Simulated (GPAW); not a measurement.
# Al2SSe monolayer: simulated STM images

Wanted: filled- and empty-state images of Al2SSe monolayer, with its work function.

Calculated with GPAW 26.7.0; GPAW, PAW setups; layer in a repeated cell with vacuum, relaxation of atoms and in-plane cell, in the first sound run; inputs show where later runs differ.

## (1) The structure

The cell holds 4 atoms: 1 Se, 2 Al and 1 S. Cell: a = 3.689 Å, b = 3.689 Å, c = 18.451 Å, α = 90.0°, β = 90.0°, γ = 120.0°. Vacuum lies along c.

Coordinates:

```
Se Al S
1.0
     3.68940    0.00000    0.00000
    -1.84470    3.19511    0.00000
     0.00000    0.00000   18.45090
Se Al S
1 2 1
Direct
  0.33333 0.66667 0.37939
  0.00000 0.00000 0.44389
  0.00000 0.00000 0.57505
  0.33333 0.66667 0.62061
```

## (2) Relaxing the atoms

Forces are removed first; all later runs use this geometry.

Contents of run.py:

```python
import json
import numpy as np
from ase import Atoms
from ase.filters import FrechetCellFilter
from ase.optimize import BFGS
from gpaw import GPAW, PW

slab = Atoms(
    ['Se', 'Al', 'Al', 'S'],
    positions=[
        [-0.00000, 2.13008, 7.00000],
        [0.00000, 0.00000, 8.19012],
        [0.00000, 0.00000, 10.61012],
        [-0.00000, 2.13008, 11.45088]],
    cell=[[3.6894, 0.0, 0.0], [-1.8447, 3.19511, 0.0], [0.0, 0.0, 18.4509]],
    pbc=[True, True, True])

slab.calc = GPAW(mode=PW(600), xc='PBE', kpts={'size': (9, 9, 1), 'gamma': True},
                 occupations={'name': 'fermi-dirac', 'width': 0.05}, nbands='200%',
                 convergence={'density': 1e-05}, maxiter=200,
                 symmetry={'tolerance': 1e-3}, txt='slab.txt')
result = {}
# The in-plane cell is free; stress needs a cell that repeats along all three vectors
path = []
opt = BFGS(FrechetCellFilter(slab, mask=[1, 1, 0, 0, 0, 1]), maxstep=0.2)
opt.attach(lambda: path.append((slab.get_potential_energy(), slab.positions.tolist(), slab.get_forces().tolist())))
result['relaxed'] = bool(opt.run(fmax=0.02, steps=45))
result['path'] = path
result['cell'] = slab.cell.tolist()
print('in-plane lattice', slab.cell.cellpar().round(4)[[0, 1, 5]])
energy = slab.get_potential_energy()
fermi = slab.calc.get_fermi_level()
v = slab.calc.get_electrostatic_potential().mean((0, 1)) - fermi
n = slab.calc.get_pseudo_density().mean((0, 1))
L = slab.cell[2, 2]
z = np.arange(len(v)) * L / len(v)
low, high = slab.positions[:, 2].min(), slab.positions[:, 2].max()
below, above = np.interp([low - 4.8, high + 4.8], z, v)
slopes = [np.interp(x, z, np.gradient(v, z)) for x in (low - 4.8, high + 4.8)]
eps = np.array([[slab.calc.get_eigenvalues(k, s) for k in range(len(slab.calc.get_ibz_k_points()))]
                for s in range(slab.calc.get_number_of_spins())]) - fermi
top, bottom = eps[eps < 0].max(), eps[eps > 0].min()
dipole = slab.get_dipole_moment()[2]
print(f'energy {energy:.4f} eV, Fermi level {fermi:.4f} eV, dipole {dipole:.5f} e A')
print(f'potential 4.8 A off the faces, from the Fermi level: lower {below:.4f} eV, upper {above:.4f} eV')
print(f'slope of the potential there: lower {slopes[0]:.5f}, upper {slopes[1]:.5f} eV/A')
print(f'nearest levels on the mesh: {top:.4f} and {bottom:.4f} eV')
print('magnetic moment', round(slab.get_magnetic_moment(), 3))
result.update(energy=energy, fermi=fermi, dipole=dipole, below=below, above=above, slopes=slopes, edges=[top, bottom],
              z=z.tolist(), v=v.tolist(), n=n.tolist(), positions=slab.positions.tolist(),
              forces=slab.get_forces(apply_constraint=False).tolist(), moments=slab.get_magnetic_moments().tolist())
json.dump(result, open('result.json', 'w'))
```

Started as:

```bash
OMP_NUM_THREADS=1 OPENBLAS_NUM_THREADS=1 python run.py
```

What it wrote:

```text
Step          Energy          fmax
BFGS:    0      -17.965474        1.323943
BFGS:    1      -18.011324        1.169187
BFGS:    2      -18.143670        0.628756
BFGS:    3      -18.153445        0.571213
BFGS:    4      -18.170403        0.310841
BFGS:    5      -18.178456        0.245115
BFGS:    6      -18.183061        0.228220
BFGS:    7      -18.185896        0.180458
BFGS:    8      -18.188929        0.158799
BFGS:    9      -18.191385        0.203843
BFGS:   10      -18.192994        0.162279
BFGS:   11      -18.193767        0.091614
BFGS:   12      -18.194097        0.045072
BFGS:   13      -18.194171        0.008682
in-plane lattice [  3.6809   3.6809 120.    ]
energy -18.1942 eV, Fermi level -0.8395 eV, dipole -0.00758 e A
potential 4.8 A off the faces, from the Fermi level: lower 4.9545 eV, upper 4.9802 eV
slope of the potential there: lower -0.00650, upper -0.00630 eV/A
nearest levels on the mesh: -1.0474 and 1.0338 eV
magnetic moment 0.0
```

Run time: 5.7 min. Hardware: 1 thread of Intel Xeon at 2.60GHz (Ice Lake), shared host; peak memory 0.33 GiB.

This step gave:

- dipole along the normal: -0.007585 e·Å
- levels nearest the Fermi level on the mesh: -1.047, 1.034 eV from the Fermi level

Electrostatic potential energy of an electron (without an applied field's), less the Fermi level, planar mean against z:

z (Å), electrostatic potential energy of an electron (without an applied field's), less the Fermi level, planar mean (eV) and a bar from the least value:
```
        0        5.0 ##############################
        1        5.0 ##############################
        2        5.0 ##############################
        3        4.9 ##############################
        4        4.9 ##############################
        5        4.8 ##############################
        6        1.4 #########################
        7      -15.6 
        8       -9.2 #########
        9        1.0 ########################
       10       -1.6 ####################
       11       -9.2 #########
       12       -7.9 ###########
       13        4.3 #############################
       14        5.0 ##############################
       15        5.0 ##############################
       16        5.0 ##############################
       17        5.0 ##############################
       18        5.0 ##############################
```

Pseudo valence density, planar mean against z:

```csv
z (Å),"pseudo valence density, planar mean (e/Å³)"
0.00,0
0.53,0
1.05,0
1.41,0
1.93,1.2e-6
2.46,5.2e-6
2.99,2.4e-5
3.51,1.1e-4
3.87,3.0e-4
4.39,0.00143
4.92,0.00693
5.45,0.0339
5.97,0.147
6.50,0.323
6.85,0.199
7.38,0.389
7.91,0.181
8.43,0.114
8.96,0.103
9.31,0.0990
9.84,0.106
10.37,0.121
10.89,0.258
11.42,0.402
11.77,0.325
12.30,0.237
12.83,0.0616
13.35,0.0121
13.88,0.00235
14.41,4.7e-4
14.76,1.6e-4
15.29,3.4e-5
15.82,7.2e-6
16.34,1.7e-6
16.87,0
17.22,0
17.75,0
18.28,0
```

The relaxation lowered the energy of the cell by 0.229 eV (energies extrapolated to zero smearing; the optimiser's log prints free energies). The largest force left on a free atom is 0.0087 eV/Å.

## (3) The slab's potential

The work function is the vacuum plateau of the electrostatic potential less the Fermi level; a dipole layer lets the two faces have plateaus of their own.

This step: GPAW, PAW setups; slab in vacuum (GPAW 26.7.0).

The cell differs from the one that the last finished run ended in (c 18.451 → 18.828 Å).

Contents of run.py:

```python
import json
import numpy as np
from ase import Atoms
from ase.dft.stm import STM
from gpaw import GPAW, PW

slab = Atoms(
    ['Se', 'Al', 'Al', 'S'],
    positions=[
        [0.00000, 2.12520, 7.00000],
        [-0.00000, -0.00000, 8.21104],
        [-0.00000, 0.00000, 10.80423],
        [-0.00000, 2.12520, 11.82815]],
    cell=[[3.68095, -0.0, 0.0], [-1.84047, 3.18779, 0.0], [0.0, 0.0, 18.8281]],
    pbc=[True, True, False])

slab.calc = GPAW(mode=PW(400), xc='PBE', kpts={'size': (9, 9, 1), 'gamma': True},
                 occupations={'name': 'fermi-dirac', 'width': 0.05}, nbands='200%',
                 convergence={'density': 1e-05}, maxiter=200,
                 poissonsolver={'dipolelayer': 'xy'},
                 symmetry={'tolerance': 1e-3}, txt='slab.txt')
result = {}
energy = slab.get_potential_energy()
fermi = slab.calc.get_fermi_level()
v = slab.calc.get_electrostatic_potential().mean((0, 1)) - fermi
n = slab.calc.get_pseudo_density().mean((0, 1))
L = slab.cell[2, 2]
z = np.arange(len(v)) * L / len(v)
low, high = slab.positions[:, 2].min(), slab.positions[:, 2].max()
below, above = np.interp([low - 4.8, high + 4.8], z, v)
slopes = [np.interp(x, z, np.gradient(v, z)) for x in (low - 4.8, high + 4.8)]
eps = np.array([[slab.calc.get_eigenvalues(k, s) for k in range(len(slab.calc.get_ibz_k_points()))]
                for s in range(slab.calc.get_number_of_spins())]) - fermi
top, bottom = eps[eps < 0].max(), eps[eps > 0].min()
dipole = slab.get_dipole_moment()[2]
print(f'energy {energy:.4f} eV, Fermi level {fermi:.4f} eV, dipole {dipole:.5f} e A')
print(f'potential 4.8 A off the faces, from the Fermi level: lower {below:.4f} eV, upper {above:.4f} eV')
print(f'slope of the potential there: lower {slopes[0]:.5f}, upper {slopes[1]:.5f} eV/A')
print(f'nearest levels on the mesh: {top:.4f} and {bottom:.4f} eV')
print('magnetic moment', round(slab.get_magnetic_moment(), 3))
result.update(energy=energy, fermi=fermi, dipole=dipole, below=below, above=above, slopes=slopes, edges=[top, bottom],
              z=z.tolist(), v=v.tolist(), n=n.tolist(), positions=slab.positions.tolist(),
              forces=slab.get_forces(apply_constraint=False).tolist(), moments=slab.get_magnetic_moments().tolist())

# Images need the states of the whole zone, up to time reversal
slab.calc = slab.calc.fixed_density(symmetry={'point_group': False}, txt='states.txt', nbands='260%',
                                    convergence={'bands': 'CBM+0.8'})
stm = STM(slab)
result['stm'] = []
for bias in [-0.5, 0.5]:
    height = high + 3.0
    current = stm.get_averaged_current(bias, height)
    x, y, h = stm.scan(bias, current)
    i, f = divmod(height / L * stm.ldos.shape[2], 1)
    I = abs((1 - f) * stm.ldos[:, :, int(i)] + f * stm.ldos[:, :, int(i) + 1])
    print(f'bias {bias} V: mean current at 3.0 A {current:.4e}, corrugation {np.ptp(h):.4f} A')
    result['stm'].append(dict(bias=bias, current=current, h=(h - high).tolist(), I=I.tolist()))
json.dump(result, open('result.json', 'w'))
```

What it wrote:

```text
energy -18.1735 eV, Fermi level -0.8952 eV, dipole -0.00489 e A
potential 4.8 A off the faces, from the Fermi level: lower 4.9029 eV, upper 4.9789 eV
slope of the potential there: lower -0.00014, upper 0.00007 eV/A
nearest levels on the mesh: -1.0754 and 1.0067 eV
magnetic moment 0.0
bias -0.5 V: mean current at 3.0 A 0.0000e+00, corrugation 0.0000 A
bias 0.5 V: mean current at 3.0 A 0.0000e+00, corrugation 0.0000 A
```

The job ended after 47 s (1 thread; peak memory 0.32 GiB).

This step gave:

```yaml
dipole_along_the_normal: -0.004891 e·Å
levels_nearest_the_fermi_level_on_the_mesh: -1.075, 1.007 eV from the Fermi level
upper_work_function: 4.979 eV
lower_work_function: 4.903 eV
upper_ionisation_energy: 6.054 eV
```

Table of electrostatic potential energy of an electron (without an applied field's), less the Fermi level, planar mean by z:

```csv
z (Å),"electrostatic potential energy of an electron (without an applied field's), less the Fermi level, planar mean (eV)"
0.0,4.94
0.5,4.90
1.0,4.90
1.5,4.90
2.0,4.90
2.5,4.90
3.0,4.90
3.5,4.90
4.0,4.90
4.5,4.88
5.0,4.79
5.5,4.38
6.0,2.59
6.5,-4.54
7.0,-16.7
7.5,-8.91
8.0,-8.71
8.5,-6.61
9.0,-0.164
9.5,2.12
10.0,-0.125
10.5,-6.61
11.0,-9.63
11.5,-11.6
12.0,-12.2
12.5,-0.0479
13.0,3.88
13.5,4.75
14.0,4.93
14.5,4.97
15.0,4.98
15.5,4.98
16.0,4.98
16.5,4.98
17.0,4.98
17.5,4.98
18.0,4.98
18.5,4.97
```

The pseudo valence density, planar mean by z:

z (Å), pseudo valence density, planar mean (e/Å³) and a bar from the least value:
```
     0.00      0.000 
     0.42      0.000 
     1.05      0.000 
     1.46      0.000 
     2.09      0.000 
     2.51      0.000 
     2.93      0.000 
     3.56      0.000 
     3.97      0.000 
     4.60      0.002 
     5.02      0.006 
     5.44      0.021 ##
     6.07      0.128 #########
     6.49      0.298 ######################
     7.11      0.248 ##################
     7.53      0.388 ############################
     7.95      0.225 #################
     8.58      0.114 ########
     9.00      0.106 ########
     9.62      0.099 #######
    10.04      0.108 ########
    10.67      0.130 ##########
    11.09      0.281 #####################
    11.51      0.408 ##############################
    12.13      0.336 #########################
    12.55      0.192 ##############
    13.18      0.033 ##
    13.60      0.009 #
    14.02      0.002 
    14.64      0.000 
    15.06      0.000 
    15.69      0.000 
    16.11      0.000 
    16.53      0.000 
    17.15      0.000 
    17.57      0.000 
    18.20      0.000 
    18.62      0.000
```

The layer is gapped, so the Fermi level lies somewhere inside the gap, set by smearing and numerics, and these work functions are no property of the material; the band edges below the vacuum level are. The potential is flat to 1.4e-4 eV/Å where it is read, so the vacuum is wide enough. At -0.5 and 0.5 V the search found no usable constant-current contour near the set height, since the window lies inside the gap and carries no current, so the printed corrugation is no image; it is left out.

## (4) What came out

* work function, upper and lower face (Fermi level placed in the gap by the smearing): 4.979 and 4.903 eV
* ionisation energy from the upper face (highest filled level on the mesh): 6.05 eV
* electron affinity from the upper face (lowest empty Kohn-Sham level on the mesh): 3.97 eV
* dipole along the normal: -0.00489 e Å

With plane waves and PBE the ionisation energy from the upper face is 6.05 eV and the Kohn-Sham electron affinity 3.97 eV. The two faces differ by 0.076 eV, the step that the slab's dipole makes (e p/(ε0 A) gives 0.075 eV), so the dipole layer is needed. The levels nearest the Fermi level on the mesh lie 2.08 eV apart, so the slab is gapped there: the smearing puts the Fermi level inside the gap, and from either face the ionisation energy is the work function plus 1.1 eV. Both are Kohn-Sham levels on the mesh, and semilocal gaps are too small, so the affinity tends to come out too large and the ionisation energy too small. The layer's cell and atoms come from the relaxation; spin-orbit coupling and temperature are left out.

[Logs are printed without paths, hosts, clocks, repeated set-up lines and the standing remarks that a program may print on its own settings, such as how far it seeks lower states.]

[Hosts, paths, dates, database ids (printed as entryN), source tags and the programs' standing remarks are cut or masked in the printed files.]
